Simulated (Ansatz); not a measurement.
## NaCdCl3 (model cell, started as cubic perovskite with Cd in the octahedra): following an unstable mode

Aim: this structure of NaCdCl3 (model cell, started as cubic perovskite with Cd in the octahedra) is to be tested for unstable modes, and one is followed downhill.

Method: DFT r2SCAN, scalar-relativistic, plane waves, PAW; PAW set soft_1, in Ansatz 0.2.0.

Report form: the programs' logs are mostly left out.

The structure was built from a prototype and need not be the compound's stable phase.

**1. The structure**

The structure is cubic, space group Pm-3m (No. 221). Conventional cell: a = 5.170 Å, b = 5.170 Å, c = 5.170 Å, α = 90.00°, β = 90.00°, γ = 90.00°. Nearest to Na lie 12 Cl at 3.66 Å. Nearest to Cd lie 6 Cl at 2.58 Å. Nearest to Cl lie 2 Cd at 2.58 Å. Farther neighbours and most contacts between anions are not listed.

**2. Phonons on a q mesh**

The cell comes from relaxations at this level that are not shown. Stability and thermal properties need the whole zone. Linear response on a 2×2×2 q mesh gives force constants as far as a supercell of that size would, and the tensors from the zone-centre run are typed in so that the long-range dipole term is interpolated apart.

File input.yaml:

```yaml
crystal:
  lattice:
    - [5.169590516, 0.0, 0.0]
    - [0.0, 5.169590516, 0.0]
    - [0.0, 0.0, 5.169590516]
  atoms:
    - { symbol: Na, position: [0.0, 0.0, 0.0] }
    - { symbol: Cd, position: [0.5, 0.5, 0.5] }
    - { symbol: Cl, position: [0.5, 0.5, 0.0] }
    - { symbol: Cl, position: [0.5, 0.0, 0.5] }
    - { symbol: Cl, position: [0.0, 0.5, 0.5] }
kpoints:
  mp_grid: { grid: [6, 6, 6] }
hamiltonian:
  xc: r2scan
  pseudopotentials: { kind: paw, azcp: { folder: soft_1 } }
scf:
  occupations: { method: fixed }
output:
  eigenvalues: true
phonons:
  method: dfpt
  qmesh: [2, 2, 2]
  temperatures: { t_max: 1000, t_step: 50 }
  qpath:
    path:
      - [[0.0, 0.0, 0.0], [0.0, 0.5, 0.0], [0.5, 0.5, 0.0], [0.0, 0.0, 0.0], [0.5, 0.5, 0.5], [0.0, 0.5, 0.0]]
      - [[0.5, 0.5, 0.5], [0.5, 0.5, 0.0]]
    npoints: 10
  non_analytic_term:
    high_frequency_dielectric_tensor: [[2.8991, 0.0, 0.0], [0.0, 2.8991, 0.0], [0.0, 0.0, 2.8991]]
    born_effective_charges:
      - { species: Na, tensor: [[1.2791, 0.0, 0.0], [0.0, 1.2791, 0.0], [0.0, 0.0, 1.2791]] }
      - { species: Cd, tensor: [[2.5923, 0.0, 0.0], [0.0, 2.5923, 0.0], [0.0, 0.0, 2.5923]] }
      - { species: Cl, tensor: [[-0.862, 0.0, 0.0], [0.0, -0.862, 0.0], [0.0, 0.0, -2.1475]] }
      - { species: Cl, tensor: [[-0.862, 0.0, 0.0], [0.0, -2.1475, 0.0], [0.0, 0.0, -0.862]] }
      - { species: Cl, tensor: [[-2.1475, 0.0, 0.0], [0.0, -0.862, 0.0], [0.0, 0.0, -0.862]] }
    source: "zone-centre run at this cell"
```

Run with:

```bash
$ ansatz run input.yaml --threads 4 --pin off --max-ram 16384MiB --backend cpu --events-out ev --progress --plain --runs-dir out
```

Elapsed: 16 min, on 4 threads of Arm Neoverse V2, shared host; peak memory 14 GiB.

Numbers from this step:

```yaml
gap_on_the_k_mesh: 2.593 eV
volume_per_atom: 27.63 Å³
sum_rule_residual_before_enforcement: 6.86e-5 eV/Å²
lowest_frequency_on_the_path: -92.78 cm⁻¹
point_group: m-3m
highest_frequency_on_the_path_or_at_a_solved_wavevector: 318.1 cm⁻¹
highest_optical_mode_at_the_zone_centre_no_lo_to_term: 266.8 cm⁻¹
lowest_optical_zone_centre_mode: -92.78 cm⁻¹
lowest_mode_on_the_q_mesh_acoustic_modes_at_gamma_apart: -92.78 cm⁻¹
```

Frequencies (cm⁻¹) solved at each irreducible wavevector; negative means imaginary. Frequencies by wavevector, by row:

```tsv
q in reciprocal lattice units	star	mode 1	mode 2	mode 3	mode 4	mode 13	mode 14	mode 15
0 0 0	1	-92.8	-92.8	-92.8	0	266.8	266.8	266.8
0 0 -0.5	3	-84.4	-84.4	-23.1	-23.1	266.1	266.1	277.1
0 -0.5 -0.5	3	-88.7	-84.7	-84.7	-71.7	174.8	265.5	298.7
-0.5 -0.5 -0.5	1	-88.9	-88.9	-88.9	-86.3	173.9	173.9	318.1
```

Interpolated from a 2×2×2 q mesh, with the LO-TO term (at Γ the limit along the path; where Γ stands inside the path, tables give the limit on arrival). The phonon branches at the labelled points (cm⁻¹):

```tsv
point	branch 1	branch 2	branch 3	branch 4	branch 12	branch 13	branch 14	branch 15
Γ	-93	-93	0	0	110	267	267	305
halfway	-89	-89	-13	-13	120	266	266	293
X	-84	-84	-23	-23	145	266	266	277
halfway	-89	-79	-65	-63	147	214	266	299
M	-89	-85	-85	-72	149	175	266	299
halfway	-89	-84	-54	-50	125	234	266	304
Γ	-93	-93	0	0	110	267	267	305
halfway	-86	-86	-58	-56	130	232	232	314
R	-89	-89	-89	-86	142	174	174	318
halfway	-86	-84	-72	-71	147	204	231	313
X	-84	-84	-23	-23	145	266	266	277
jump to R	-89	-89	-89	-86	142	174	174	318
halfway	-89	-86	-86	-80	146	174	219	315
M	-89	-85	-85	-72	149	175	266	299
```

Symmetry leaves 4 wavevectors to solve. The lowest mode among them, the acoustic zeros apart, lies at Γ and is imaginary, 92.8i cm⁻¹, so the energy falls along it.

**3. The mode frozen in, largest atomic shift 0 Å**

The mode followed lies at q = (-0.5, -0.5, -0.5) with frequency 88.9i cm⁻¹ and is 3-fold degenerate, one of the unstable modes though not the softest. At small amplitude the distorted cell has space group no. 167 by a symmetry search on the positions. The undistorted cell that holds it gives the zero of energy on the same k mesh.

System of this step: NaCdCl3 (model cell, started as cubic perovskite with Cd in the octahedra). The structure is cubic, space group Pm-3m (No. 221). The conventional cell has a = 5.170 Å, b = 5.170 Å, c = 5.170 Å, α = 90.00°, β = 90.00°, γ = 90.00°. Na has 12 Cl at 3.66 Å nearest. Nearest to Cd lie 6 Cl at 2.58 Å. Nearest to Cl lie 2 Cd at 2.58 Å. Farther neighbours and most contacts between anions are not listed.

File input.yaml:

```yaml
crystal:
  lattice:
    - [5.169590516, 5.169590516, 0.0]
    - [5.169590516, 0.0, 5.169590516]
    - [5.169590516, 0.0, -5.169590516]
  atoms:
    - { symbol: Na, position: [0.0, 0.0, 0.0] }
    - { symbol: Na, position: [0.0, 0.5, 0.5] }
    - { symbol: Cd, position: [0.5, 0.25, 0.75] }
    - { symbol: Cd, position: [0.5, 0.75, 0.25] }
    - { symbol: Cl, position: [0.5, 0.0, 0.0] }
    - { symbol: Cl, position: [0.5, 0.5, 0.5] }
    - { symbol: Cl, position: [0.0, 0.5, 0.0] }
    - { symbol: Cl, position: [0.0, 0.0, 0.5] }
    - { symbol: Cl, position: [0.5, 0.0, 0.5] }
    - { symbol: Cl, position: [0.5, 0.5, 0.0] }
kpoints:
  mp_grid: { grid: [4, 4, 4] }
hamiltonian:
  xc: r2scan
  pseudopotentials: { kind: paw, azcp: { folder: soft_1 } }
scf:
  occupations: { method: gaussian, width: 0.02 }
output:
  forces: true
  stress: true
  eigenvalues: true
```

It took 4.6 s on 4 threads; peak memory 1.3 GiB.

This step gave:

| Item | Value |
| --- | --- |
| pressure | -0.007679 GPa |
| energy from the undistorted cell | 0 meV/atom |

At this level the gap is 2.59 eV on the k-mesh of the self-consistent run, which can miss the band edges.

**4. The mode frozen in, largest atomic shift 0.6 Å**

The atoms are moved along the unstable eigenvector, the largest shift by 0.6 Å, with the cell fixed.

input.yaml, the sections that differ from step 3:

```yaml
crystal:
  lattice:
    - [5.169590516, 5.169590516, 0.0]
    - [5.169590516, 0.0, 5.169590516]
    - [5.169590516, 0.0, -5.169590516]
  atoms:
    - { symbol: Na, position: [0.0, 0.0, 0.0] }
    - { symbol: Na, position: [0.0, 0.5, 0.5] }
    - { symbol: Cd, position: [0.5, 0.25, 0.75] }
    - { symbol: Cd, position: [0.5, 0.75, 0.25] }
    - { symbol: Cl, position: [0.5820691827, 0.0, 0.0] }
    - { symbol: Cl, position: [0.4179308173, 0.5, 0.5] }
    - { symbol: Cl, position: [0.0, 0.4179308173, 0.0] }
    - { symbol: Cl, position: [0.0, 0.0820691827, 0.5] }
    - { symbol: Cl, position: [0.5820691827, -0.0820691827, 0.5] }
    - { symbol: Cl, position: [0.4179308173, 0.5820691827, 0.0] }
# kpoints, hamiltonian, scf, output: as in step 3
```

Elapsed: 7 s, on 4 threads; peak memory 1.4 GiB; 27 s of CPU time.

This step gave:

```
pressure                         : -2.148 GPa
gap on the k-mesh                : 3.023 eV
energy from the undistorted cell : -75.01 meV/atom
```

The energy, extrapolated to zero smearing, is -75.01 meV/atom against the undistorted cell.

The run ends at a pressure of -2.15 GPa, with forces up to 0.24 eV/Å.

**5. Energy along the mode, all amplitudes (two of the runs are shown above)**

An imaginary frequency means negative curvature, so the energy should fall and then rise again as anharmonic terms take over.

Numbers from this step:

* depth at the lowest point sampled: 75.01 meV/atom
* largest atomic shift at that point: 0.6 Å

The energy from the parent by largest atomic shift:

```tsv
largest atomic shift (Å)	energy from the parent (meV/atom)
0.000	0
0.040	-0.494
0.080	-1.96
0.140	-5.93
0.220	-14.2
0.320	-28.4
0.450	-50.4
0.600	-75.0
```

Displacement at unit largest shift by atom:

```tsv
atom	x (Å)	y (Å)	z (Å)	size
Na1	0.000	0.000	0.000	0.000
Na2	0.000	0.000	0.000	0.000
Cd3	0.000	0.000	0.000	0.000
Cd4	0.000	0.000	0.000	0.000
Cl5	0.707	0.707	0.000	1.000
Cl6	-0.707	-0.707	0.000	1.000
Cl7	-0.707	0.000	-0.707	1.000
Cl8	0.707	0.000	0.707	1.000
Cl9	0.000	0.707	-0.707	1.000
Cl10	0.000	-0.707	0.707	1.000
```

The lowest of the steps tried is the last one, at 0.6 Å, 75.0 meV/atom below the parent; the bottom of the well need not coincide with a step.

**6. Relaxation from the frozen mode**

Starting from the lowest point found, all atoms and the cell are let go, so that strain and other modes of the same symmetry can join in.

input.yaml: that of step 4 with these lines changed.

```diff
@@ -22,3 +22,3 @@
 scf:
-  occupations: { method: gaussian, width: 0.02 }
+  occupations: { method: fixed }
 output:
@@ -27 +27,6 @@
   eigenvalues: true
+relax:
+  adjacent_minimum: "off"
+  f_tol: 0.002
+  max_steps: 120
+  cell: { stress_tol: 0.03 }
```

Wall time 41 s (4 threads); peak memory 1.4 GiB.

The steps of the relaxation:

```tsv
step	energy less that of the first step (eV)	largest force component (eV/Å)	pressure (GPa)	volume (Å³)
1	0.0000	0.1692	-2.15	276.31
2	-0.2723	0.1855	-0.79	260.72
3	-0.4683	0.0383	0.29	247.13
4	-0.4717	0.0232	-0.06	250.03
5	-0.4733	0.0018	0.00	249.38
6*	-0.4694	0.0017	0.00	249.38
```

Relaxation steps marked * repeat the geometry before them on a plane-wave basis chosen anew for their cell, so energy and pressure can jump there.

Forces are held to the 12 operations that the run works with; a distortion that breaks them can't arise in this run.

```tsv
conventional cell, symmetrised	before	after	change
a (Å)	7.311	7.032	-3.8 %
b (Å)	7.311	7.032	-3.8 %
c (Å)	17.908	17.467	-2.5 %
volume (Å³/atom)	27.63	24.94	-9.7 %
```

The atoms that moved most (Å, as changes of fractional coordinates times the final cell):

```tsv
atom	dx	dy	dz	length
Cl5	0.174	0.174	0.000	0.245
Cl8	0.174	0.000	0.174	0.245
Cl9	0.000	0.174	-0.174	0.245
Cl10	0.000	-0.174	0.174	0.245
Cl6	-0.174	-0.174	0.000	0.245
Cl7	-0.174	0.000	-0.174	0.245
```

This step gave:

```
pressure          : -0.002427 GPa
gap on the k-mesh : 3.469 eV
volume per atom   : 24.94 Å³
```

The distorted start has space group R-3c; the relaxation ends in R-3c.

**7. The new phase in its own primitive cell**

The relaxed structure is symmetrised, reduced to its primitive cell and relaxed tightly, as its phonons need.

File input.yaml:

```yaml
crystal:
  lattice:
    - [3.5162407417, 2.0301025387, 5.8224448903]
    - [-3.5162407417, 2.0301025387, 5.8224448903]
    - [0.0, -4.0602050775, 5.8224448903]
  atoms:
    - { symbol: Na, position: [0.75, 0.75, 0.75] }
    - { symbol: Na, position: [0.25, 0.25, 0.25] }
    - { symbol: Cd, position: [0.5, 0.5, 0.5] }
    - { symbol: Cd, position: [0.0, 0.0, 0.0] }
    - { symbol: Cl, position: [0.3669602376, 0.75, 0.1330397624] }
    - { symbol: Cl, position: [0.6330397624, 0.25, 0.8669602376] }
    - { symbol: Cl, position: [0.1330397624, 0.3669602376, 0.75] }
    - { symbol: Cl, position: [0.8669602376, 0.6330397624, 0.25] }
    - { symbol: Cl, position: [0.25, 0.8669602376, 0.6330397624] }
    - { symbol: Cl, position: [0.75, 0.1330397624, 0.3669602376] }
kpoints:
  mp_grid: { grid: [6, 6, 6] }
hamiltonian:
  xc: r2scan
  pseudopotentials: { kind: paw, azcp: { folder: soft_1 } }
scf:
  occupations: { method: fixed }
output:
  forces: true
  stress: true
  eigenvalues: true
relax:
  adjacent_minimum: "off"
  f_tol: 0.001
  max_steps: 60
  cell: { stress_tol: 0.01 }
```

Run time: 43 s. Hardware: 4 threads; peak memory 1.5 GiB.

Little changed from the start: no atom moved by 0.005 Å and no cell edge by 0.1 %.

This step gave:

```yaml
pressure: -0.004245 GPa
direct_gap_on_mesh: 3.490 eV
```

The largest force component left is 0.77 meV/Å and the pressure is -0.004 GPa, within the tolerances set. The cell now holds 24.94 Å³/atom.

**8. Summary of results**

| Item | Value |
| --- | --- |
| unstable mode of the parent | q = (-0.5, -0.5, -0.5), 89i cm⁻¹ |
| depth at the lowest point sampled | 75.0 meV/atom |
| largest atomic shift at that point | 0.6 Å |
| space group reached (within 0.01 Å) | R-3c |
| energy gained over the parent (first relaxation, on the mesh of the frozen mode) | 122 meV/atom |
| volume per atom, phase reached | 24.9 Å³ |
| gap on the k-mesh, phase reached | 3.47 eV |

Along this mode the structure falls into R-3c, 122 meV/atom below the parent. At the parent's cell the well is 75.01 meV/atom deep on the steps tried, with its lowest point at a shift of 0.6 Å. That is the last step tried, so the steps alone don't bracket the bottom of the well. Relaxing atoms and cell changes the gain by +46.94 meV/atom against the lowest step (energies at zero smearing). The modes of the phase reached were not computed on this path. Of the 6 patterns followed to their end from this parent, this one ends 3.96 meV/atom above the lowest, Imma. Each path keeps the symmetry of its pattern, so a lower phase may lie along a pattern not tried. The starting cell was built on a prototype and not taken from a measurement, so the phase need not exist.

[Logs are printed without paths, hosts, clocks, repeated set-up lines and the standing remarks that a program may print on its own settings, such as how far it seeks lower states.]

[Hosts, paths, dates, database ids (printed as entryN), source tags and the programs' standing remarks are cut or masked in the printed files.]
